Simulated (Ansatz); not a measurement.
# HfOs (Pm-3m): Grüneisen parameters, part 2 of 2

Aim: how the phonons of HfOs (Pm-3m) shift with volume, and the thermal expansion that follows.

Ansatz 0.2.0; DFT PBEsol, scalar-relativistic, plane waves, PAW; PAW set soft_1.

So far, highest frequency on path, mesh or solved points (cm⁻¹): step 2 (phonons on a q mesh) 219.

## 4. Phonons at the other volume, volume ratio 0.97

The phonons are repeated at this volume on the same meshes, so that differences come from the volume alone.

File input.yaml:

```yaml
crystal:
  lattice:
    - [3.1919562641, 0.0, 0.0]
    - [0.0, 3.1919562641, 0.0]
    - [0.0, 0.0, 3.1919562641]
  atoms:
    - { symbol: Hf, position: [0.0, 0.0, 0.0] }
    - { symbol: Os, position: [0.5, 0.5, 0.5] }
kpoints:
  mp_grid: { grid: [16, 16, 16] }
hamiltonian:
  xc: pbesol
  pseudopotentials: { kind: paw, azcp: { folder: soft_1 }, xc_functional: pbe }
scf:
  occupations: { method: methfessel_paxton, width: 0.2 }
output:
  eigenvalues: true
phonons:
  method: dfpt
  qmesh: [4, 4, 4]
  temperatures: { t_max: 1000, t_step: 50 }
  qpath:
    path:
      - [[0.0, 0.0, 0.0], [0.0, 0.5, 0.0], [0.5, 0.5, 0.0], [0.0, 0.0, 0.0], [0.5, 0.5, 0.5], [0.0, 0.5, 0.0]]
      - [[0.5, 0.5, 0.5], [0.5, 0.5, 0.0]]
    npoints: 10
```

The run is started by

```sh
$ ansatz run input.yaml --threads 4 --pin off --max-ram 10240MiB --backend cpu --events-out ev --progress --plain --runs-dir out
```

The program printed:

```text
[...]
Crystal: 2 atoms, lattice volume = 32.522 Å³
Basis set: ecut = 420 eV, 619 PW (Γ), exchange–correlation on 48×48×48 points (8 copies of the dense FFT grid, shifted against one another)
Bands: 26, of which v1, the nominal top of the filled ones, is band 21 counted from 1 (20 counted from 0)
Symmetry: 48 space group operations
k-points: 165 of 4096
[...]
SCF iter   1: F=—  HF=-26854.988892 eV  |F-HF|=—  |Δ(HF+E_count)|=         —  Δρ=1.66e-1  dr2=1.55e1  ethr=3.10e-3  ⟨swp⟩=4.7  Hψ=15738  notcnv=0
[...]
SCF iter  11: F=-26852.400079 eV  HF=-26852.400079 eV  |F-HF|=7.28e-12  |Δ(HF+E_count)|=  1.09e-10  S|Δr|=    0.00e0  Δρ=1.17e-7  dr2=2.71e-12  ethr=1.00e-12  ⟨swp⟩=9.9  Hψ=24707  notcnv=0
[...]
SCF 1 converged in 11 iterations: F = -26852.400079 eV  dr2 = 2.71e-12
[...]
SCF iter   2: F=-26852.400079 eV  HF=-26852.400079 eV  |F-HF|=1.09e-11  |Δ(HF+E_count)|=   2.34e-7  S|Δr|=    0.00e0  Δρ=1.33e-7  dr2=3.87e-12  ethr=1.00e-12  ⟨swp⟩=5.2  Hψ=23975  notcnv=0
SCF 2 converged in 2 iterations: F = -26852.400079 eV  dr2 = 3.87e-12
[...]
NSCF: frozen V_eff on 165 k-points
[...]
SCF converged after 11 iterations
[...]
Free energy (F): -26852.400079 eV
[...]
Internal energy: -26852.399874 eV  (E = F + TS)
E sigma→0 (E₀):  -26852.400028 eV
Entropy (-TS):   -0.000205 eV (-0.103 meV/atom)
Fermi energy:    23.554179 eV
[...]
--- Band table (eV; the first three rows and the last of 165) ---
  k-point 0: bands = [... 17 lower, 17.9498, 21.9530, 21.9530, 21.9530, 26.2087, 26.2087, 29.9872, 29.9872, ... 1 higher]
  k-point 1: bands = [... 17 lower, 18.0238, 21.9404, 21.9404, 21.9837, 26.0755, 26.2513, 29.4068, 29.4068, ... 1 higher]
  k-point 2: bands = [... 17 lower, 18.2353, 21.9073, 21.9073, 22.0737, 25.7016, 26.3609, 28.4314, 28.4314, ... 1 higher]
  k-point 164: bands = [... 17 lower, 20.3349, 21.4464, 21.4464, 21.4464, 24.3157, 24.3157, 28.1918, 30.2402, ... 1 higher]
[...]
ASR residual: 5.746e-5 → 0.000e0 eV/Å²; symmetrization residual: 4.393e-6 eV/Å²
  ASR residual per site (eV/Å²): 3.10e-5 5.75e-5
  Γ frequencies (cm⁻¹): 0.00 0.00 0.00 167.46 167.46 167.46
--- Phonons (arbitrary-q DFPT): 10 irreducible q on the 4×4×4 mesh ---
[...]
interpolated dispersion: 62 rows × 6 modes
[...]
```

The job ended after 15 min (4 threads of Arm Neoverse V1, shared host; peak memory 4.8 GiB).

Read from the output:

| Item | Value |
| --- | --- |
| sum-rule residual before enforcement | 5.75e-5 eV/Å² |
| highest frequency on path, mesh or solved points | 227 cm⁻¹ |
| mean frequency | 152.6 cm⁻¹ |
| Debye temperature (second moment) | 291 K |
| logarithmic mean frequency | 147.3 cm⁻¹ |
| highest optical mode at the zone centre (no LO-TO term) | 167.5 cm⁻¹ |
| lowest optical zone-centre mode | 167.5 cm⁻¹ |
| lowest mode on the q mesh (acoustic modes at Γ apart) | 67.48 cm⁻¹ |
| zero-point energy per atom | 28.38 meV |
| heat capacity at 300 K | 23.80 J/(mol atoms K) |
| vibrational entropy at 300 K | 34.19 J/(mol atoms K) |

Frequencies (cm⁻¹) solved at each irreducible wavevector; negative means imaginary. Frequencies by wavevector, by row:

| q in reciprocal lattice units | star | mode 1 | mode 2 | mode 3 | mode 4 | mode 5 | mode 6 |
| --- | --- | --- | --- | --- | --- | --- | --- |
| 0 0 0 | 1 | 0 | 0 | 0 | 167.5 | 167.5 | 167.5 |
| 0 0 0.25 | 6 | 67.5 | 67.5 | 117.6 | 158.5 | 158.5 | 204.8 |
| 0 0 -0.5 | 3 | 112.5 | 112.5 | 145 | 145 | 171.2 | 227 |
| 0 0.25 0.25 | 12 | 91.4 | 92 | 152.5 | 154.5 | 183.6 | 186.9 |
| 0 0.25 -0.5 | 12 | 120.5 | 128.1 | 145.2 | 146.3 | 183.9 | 208.2 |
| 0 -0.5 -0.5 | 3 | 127.7 | 136.8 | 136.8 | 148.9 | 202.7 | 202.7 |
| 0.25 0.25 0.25 | 8 | 114.7 | 114.7 | 161.8 | 171.3 | 180.1 | 180.1 |
| 0.25 0.25 -0.5 | 12 | 132.6 | 146.9 | 150.6 | 163.1 | 185.1 | 195.9 |
| 0.25 -0.5 -0.5 | 6 | 150.2 | 150.2 | 154.8 | 169.3 | 196.6 | 196.6 |
| -0.5 -0.5 -0.5 | 1 | 178 | 178 | 178 | 180.8 | 180.8 | 180.8 |

The highest optical mode at the zone centre (no LO-TO term) is 167.5 cm⁻¹, +11.5 cm⁻¹ against the base run.

## 5. Relaxing at another volume, volume ratio 1.03

The volume is scaled by 1.03 and held; symmetry leaves nothing to relax, so this is a single point. The modes can then be followed against volume.

input.yaml, the sections that differ from step 4:

```yaml
crystal:
  lattice:
    - [3.2564576072, 0.0, 0.0]
    - [0.0, 3.2564576072, 0.0]
    - [0.0, 0.0, 3.2564576072]
  atoms:
    - { symbol: Hf, position: [0.0, 0.0, 0.0] }
    - { symbol: Os, position: [0.5, 0.5, 0.5] }
output:
  forces: true
  stress: true
  eigenvalues: true
# kpoints, hamiltonian, scf: as in step 4
# phonons: removed
```

The program printed:

```text
[...]
Crystal: 2 atoms, lattice volume = 34.533 Å³
Basis set: ecut = 420 eV, 691 PW (Γ), exchange–correlation on 48×48×48 points (8 copies of the dense FFT grid, shifted against one another)
Bands: 26, of which v1, the nominal top of the filled ones, is band 21 counted from 1 (20 counted from 0)
Symmetry: 48 space group operations
[...]
k-points: 165 of 4096
[...]
k-point 0: bands = [... 17 lower, 16.8523, 20.5266, 20.5266, 20.5266, 24.5285, 24.5285, 28.0186, 28.0186, ... 1 higher]
  k-point 1: bands = [... 17 lower, 16.9180, 20.5142, 20.5142, 20.5548, 24.4100, 24.5653, 27.4912, 27.4912, ... 1 higher]
  k-point 2: bands = [... 17 lower, 17.1049, 20.4811, 20.4811, 20.6370, 24.0760, 24.6570, 26.5926, 26.5926, ... 1 higher]
  k-point 164: bands = [... 17 lower, 18.9207, 20.0543, 20.0543, 20.0543, 22.6722, 22.6722, 26.1978, 28.2808, ... 1 higher]
[key lines of the parts left out:]
SCF converged after 9 iterations
Free energy (F): -26852.402416 eV
Fermi energy:    22.017618 eV
P = ⅓ Tr σ = -6.6616 GPa (-66.616 kbar)
```

It took 3.1 s on 4 threads; peak memory 0.41 GiB.

Read from the output:

```yaml
pressure: -6.662 GPa
volume_per_atom: 17.27 Å³
```

The run ends at a pressure of -6.66 GPa.

## 6. Phonons at the other volume, volume ratio 1.03

The phonons are repeated at this volume on the same meshes, so that differences come from the volume alone.

Changes to input.yaml since step 5:

```diff
@@ -16,4 +16,11 @@
 output:
-  forces: true
-  stress: true
   eigenvalues: true
+phonons:
+  method: dfpt
+  qmesh: [4, 4, 4]
+  temperatures: { t_max: 1000, t_step: 50 }
+  qpath:
+    path:
+      - [[0.0, 0.0, 0.0], [0.0, 0.5, 0.0], [0.5, 0.5, 0.0], [0.0, 0.0, 0.0], [0.5, 0.5, 0.5], [0.0, 0.5, 0.0]]
+      - [[0.5, 0.5, 0.5], [0.5, 0.5, 0.0]]
+    npoints: 10
```

The program printed:

```text
[...]
Crystal: 2 atoms, lattice volume = 34.533 Å³
Basis set: ecut = 420 eV, 691 PW (Γ), exchange–correlation on 48×48×48 points (8 copies of the dense FFT grid, shifted against one another)
Bands: 26, of which v1, the nominal top of the filled ones, is band 21 counted from 1 (20 counted from 0)
Symmetry: 48 space group operations
k-points: 165 of 4096
[...]
k-point 164: bands = [... 17 lower, 18.9207, 20.0544, 20.0544, 20.0544, 22.6723, 22.6723, 26.1978, 28.2809, ... 1 higher]
[...]
ASR residual: 3.625e-5 → 0.000e0 eV/Å²; symmetrization residual: 8.432e-6 eV/Å²
  ASR residual per site (eV/Å²): 2.59e-5 3.63e-5
  Γ frequencies (cm⁻¹): 0.00 0.00 0.00 144.92 144.92 144.92
--- Phonons (arbitrary-q DFPT): 10 irreducible q on the 4×4×4 mesh ---
[...]
interpolated dispersion: 62 rows × 6 modes
[...]
[key lines of the parts left out:]
SCF converged after 11 iterations
Free energy (F): -26852.402416 eV
Fermi energy:    22.017667 eV
```

Elapsed: 16 min, on 4 threads; peak memory 5 GiB; 64 min of CPU time.

Numbers from this step:

- sum-rule residual before enforcement: 3.63e-5 eV/Å²
- highest frequency on path, mesh or solved points: 211.9 cm⁻¹
- mean frequency: 137.9 cm⁻¹
- Debye temperature (second moment): 263 K
- logarithmic mean frequency: 133.4 cm⁻¹
- highest optical mode at the zone centre (no LO-TO term): 144.9 cm⁻¹
- lowest optical zone-centre mode: 144.9 cm⁻¹
- lowest mode on the q mesh (acoustic modes at Γ apart): 61.28 cm⁻¹
- zero-point energy per atom: 25.64 meV
- heat capacity at 300 K: 24.01 J/(mol atoms K)
- vibrational entropy at 300 K: 36.56 J/(mol atoms K)

Frequencies (cm⁻¹) solved at each irreducible wavevector; negative means imaginary. Frequencies by wavevector, by row:

| q in reciprocal lattice units | star | mode 1 | mode 2 | mode 3 | mode 4 | mode 5 | mode 6 |
| --- | --- | --- | --- | --- | --- | --- | --- |
| 0 0 0 | 1 | 0 | 0 | 0 | 144.9 | 144.9 | 144.9 |
| 0 0 0.25 | 6 | 61.3 | 61.3 | 107.3 | 138.6 | 138.6 | 191.3 |
| 0 0 -0.5 | 3 | 99.9 | 99.9 | 131 | 131 | 155.9 | 211.9 |
| 0 0.25 0.25 | 12 | 83.1 | 87.3 | 136 | 136.5 | 162.3 | 172.2 |
| 0 0.25 -0.5 | 12 | 106.6 | 120.3 | 131.8 | 134 | 161.9 | 188.1 |
| 0 -0.5 -0.5 | 3 | 112.6 | 129.9 | 129.9 | 134.1 | 176.5 | 176.5 |
| 0.25 0.25 0.25 | 8 | 107 | 107 | 146.1 | 157.3 | 157.9 | 157.9 |
| 0.25 0.25 -0.5 | 12 | 124.5 | 136.2 | 136.3 | 147.4 | 162 | 174.1 |
| 0.25 -0.5 -0.5 | 6 | 140.2 | 140.4 | 140.4 | 152.9 | 173 | 173 |
| -0.5 -0.5 -0.5 | 1 | 161.3 | 161.3 | 161.3 | 163.7 | 163.7 | 163.7 |

The highest optical mode at the zone centre (no LO-TO term) is 144.9 cm⁻¹, -11.0 cm⁻¹ against the base run.

## 7. Grüneisen parameters

The Grüneisen parameter of a mode is minus the logarithmic change of its frequency with volume, −d ln ω / d ln V; weighted by heat capacity it gives the expansion.

This step gave:

```
bulk modulus : 240.6 GPa
```

Phonon branches along the path, in cm⁻¹:

| point | branch 1 | branch 2 | branch 3 | branch 4 | branch 5 | branch 6 |
| --- | --- | --- | --- | --- | --- | --- |
| Γ | 0 | 0 | 0 | 156 | 156 | 156 |
| halfway | 64 | 64 | 112 | 148 | 148 | 198 |
| X | 106 | 106 | 138 | 138 | 163 | 219 |
| halfway | 113 | 124 | 139 | 140 | 173 | 198 |
| M | 120 | 133 | 133 | 141 | 189 | 189 |
| halfway | 88 | 89 | 144 | 145 | 174 | 178 |
| Γ | 0 | 0 | 0 | 156 | 156 | 156 |
| halfway | 111 | 111 | 155 | 163 | 169 | 169 |
| R | 170 | 170 | 170 | 172 | 172 | 172 |
| halfway | 128 | 142 | 143 | 155 | 173 | 185 |
| X | 106 | 106 | 138 | 138 | 163 | 219 |
| jump to R | 170 | 170 | 170 | 172 | 172 | 172 |
| halfway | 145 | 145 | 147 | 161 | 185 | 185 |
| M | 120 | 133 | 133 | 141 | 189 | 189 |

The same for volume x 0.97:

| point | branch 1 | branch 2 | branch 3 | branch 4 | branch 5 | branch 6 |
| --- | --- | --- | --- | --- | --- | --- |
| Γ | 0 | 0 | 0 | 168 | 168 | 168 |
| X | 112 | 112 | 145 | 145 | 171 | 227 |
| M | 128 | 137 | 137 | 149 | 203 | 203 |
| Γ | 0 | 0 | 0 | 168 | 168 | 168 |
| R | 178 | 178 | 178 | 181 | 181 | 181 |
| X | 112 | 112 | 145 | 145 | 171 | 227 |
| R | 178 | 178 | 178 | 181 | 181 | 181 |
| M | 128 | 137 | 137 | 149 | 203 | 203 |

The same for volume x 1.03:

| point | branch 1 | branch 2 | branch 3 | branch 4 | branch 5 | branch 6 |
| --- | --- | --- | --- | --- | --- | --- |
| Γ | 0 | 0 | 0 | 145 | 145 | 145 |
| X | 100 | 100 | 131 | 131 | 156 | 212 |
| M | 113 | 130 | 130 | 134 | 176 | 176 |
| Γ | 0 | 0 | 0 | 145 | 145 | 145 |
| R | 161 | 161 | 161 | 164 | 164 | 164 |
| X | 100 | 100 | 131 | 131 | 156 | 212 |
| R | 161 | 161 | 161 | 164 | 164 | 164 |
| M | 113 | 130 | 130 | 134 | 176 | 176 |

The first set of phonon branches as a text plot (rows in cm⁻¹):

```
    222 |      ***                                       *
    213 |     *   *                                    **
    203 |    *     *                                  *
    194 |   *       ****                             *          *
    184 |            ** ***                       ***      *****
    175 |  *        *     ******     **  ************     *
    166 | *    *****          ***   *******  ******  *********
    156 |***              ***   *****   *   *    ****      **
    147 |   ***          * *****         ***      *****     *****
    137 |      ************            *           *******    ***
    128 |    *      *** **               **         * *       **
    118 |         *********   *                      ***        *
    109 |   *   ****      *          ** *              ***
     99 |      *           **  *
     90 |     *              *         *
     80 |    *                      *
     71 |  *                  *      **
     61 |   *                  **
     52 | *                    *
     43 |                       *  **
     33 |  *                    **
     24 |**                      * *
     14 |*                       *
      5 |                         *
         Γ      X      M          Γ            R        X|R     M
```

Mode Grueneisen parameter -dln(w)/dln(V), modes matched by rank; at Γ the acoustic branches take the value of a neighbouring point of the path. The mode Grüneisen parameters at the labelled points ():

| point | branch 1 | branch 2 | branch 3 | branch 4 | branch 5 | branch 6 |
| --- | --- | --- | --- | --- | --- | --- |
| Γ | 1.64 | 1.64 | 1.00 | 2.41 | 2.41 | 2.41 |
| halfway | 1.61 | 1.61 | 1.53 | 2.24 | 2.24 | 1.14 |
| X | 1.98 | 1.98 | 1.69 | 1.69 | 1.56 | 1.15 |
| halfway | 2.04 | 1.03 | 1.61 | 1.46 | 2.12 | 1.69 |
| M | 2.10 | 0.85 | 0.85 | 1.74 | 2.31 | 2.31 |
| halfway | 1.59 | 0.87 | 1.91 | 2.06 | 2.05 | 1.36 |
| Γ | 1.54 | -0.08 | 1.65 | 2.41 | 2.41 | 2.41 |
| halfway | 1.16 | 1.16 | 1.70 | 1.42 | 2.19 | 2.19 |
| R | 1.64 | 1.64 | 1.64 | 1.66 | 1.66 | 1.66 |
| halfway | 1.05 | 1.26 | 1.66 | 1.69 | 2.22 | 1.97 |
| X | 1.98 | 1.98 | 1.69 | 1.69 | 1.56 | 1.15 |
| jump to R | 1.64 | 1.64 | 1.64 | 1.66 | 1.66 | 1.66 |
| halfway | 1.15 | 1.12 | 1.62 | 1.69 | 2.13 | 2.13 |
| M | 2.10 | 0.85 | 0.85 | 1.74 | 2.31 | 2.31 |

The mode Grüneisen parameters as a text plot (rows in , shown from 0.4 to 2.4 only):

```
   2.37 |***              *     ****
   2.29 |*           *****    ***   *                          **
   2.20 |   *       * *  *    ** *   ****  *       **         *
   2.12 |    *       ****  **      *     ** *     ** *       *
   2.04 |     *   ****   * ***         *          *         *   *
   1.95 | *    *** *      *          ***   *     *  * * ** *   *
   1.87 |     *  ** *     *  **    **       **         **
   1.79 |     **      * *      **            *  *     **  *   * *
   1.71 |     * **** * * *      *       *         **************
   1.62 |*****   **        ***** ** *         *******  ** ****
   1.54 |   *  **  **      **   ***          *  *     *  **
   1.46 |         **                    *   **  *     *
   1.37 |         * *        * *       *         *   **
   1.29 |  *                         **    *        *  *   *
   1.21 |        * *                     ** *     **    *   *
   1.12 | * *  **         *   *         *            *   *   *
   1.04 |    **      *   *             * ***       **
   0.96 |*                 **        **                       *
   0.88 |           *****    *                                 **
   0.79 |                **
   0.71 |                     *     *
   0.63 |
   0.54 |
   0.46 |                      *   *
         Γ      X      M          Γ            R        X|R     M
```

(dS/dlnV)/C_V. The thermodynamic Grueneisen parameter by temperature:

| temperature (K) | thermodynamic Grueneisen parameter |
| --- | --- |
| 50 | 1.56 |
| 100 | 1.63 |
| 150 | 1.64 |
| 200 | 1.65 |
| 250 | 1.65 |
| 300 | 1.65 |
| 350 | 1.65 |
| 400 | 1.65 |
| 450 | 1.65 |
| 500 | 1.65 |
| 550 | 1.65 |
| 600 | 1.65 |
| 650 | 1.65 |
| 700 | 1.65 |
| 750 | 1.65 |
| 800 | 1.65 |
| 850 | 1.65 |
| 900 | 1.65 |
| 950 | 1.65 |
| 1000 | 1.65 |

Gamma C_V/(B V) at the static volume. Table of volume expansion by temperature:

| temperature (K) | volume expansion (1e-6/K) |
| --- | --- |
| 50 | 4.82 |
| 100 | 11.7 |
| 150 | 14.3 |
| 200 | 15.4 |
| 250 | 15.9 |
| 300 | 16.2 |
| 350 | 16.4 |
| 400 | 16.6 |
| 450 | 16.6 |
| 500 | 16.7 |
| 550 | 16.8 |
| 600 | 16.8 |
| 650 | 16.8 |
| 700 | 16.8 |
| 750 | 16.9 |
| 800 | 16.9 |
| 850 | 16.9 |
| 900 | 16.9 |
| 950 | 16.9 |
| 1000 | 16.9 |

## 8. What came out

* bulk modulus: 241 GPa
* thermodynamic Grüneisen parameter at 300 K: 1.65
* volume expansion at 300 K, estimated: 16.24 × 10⁻⁶ K⁻¹

By this estimate the volume grows by 16.2 × 10⁻⁶ per kelvin at 300 K. The highest optical mode at Γ goes from 167 to 145 cm⁻¹ as the cell grows, a Grüneisen parameter of 2.41. Mode parameters on the path run from -0.08 to 2.4, with a median of 1.7. Branches are matched by rank, so values near crossings are rough. The expansion is the Grüneisen estimate at the static volume, with the static bulk modulus. With no gap, or one that is small against the smearing, the frequencies hang on the k mesh and the smearing, most of all near Kohn anomalies. Spin-orbit coupling is left out, which can matter for the heavy elements here. The PAW files were made for PBE and serve the other functionals too.

[Long decimals in the printed logs are rounded to 6 places.]

[Logs are printed without paths, hosts, clocks, repeated set-up lines and the standing remarks that a program may print on its own settings, such as how far it seeks lower states.]

[Hosts, paths, dates, database ids (printed as entryN), source tags and the programs' standing remarks are cut or masked in the printed files.]

[Where the starting crystal was built by hand or by swapping elements, it need not be the compound's stable phase.]
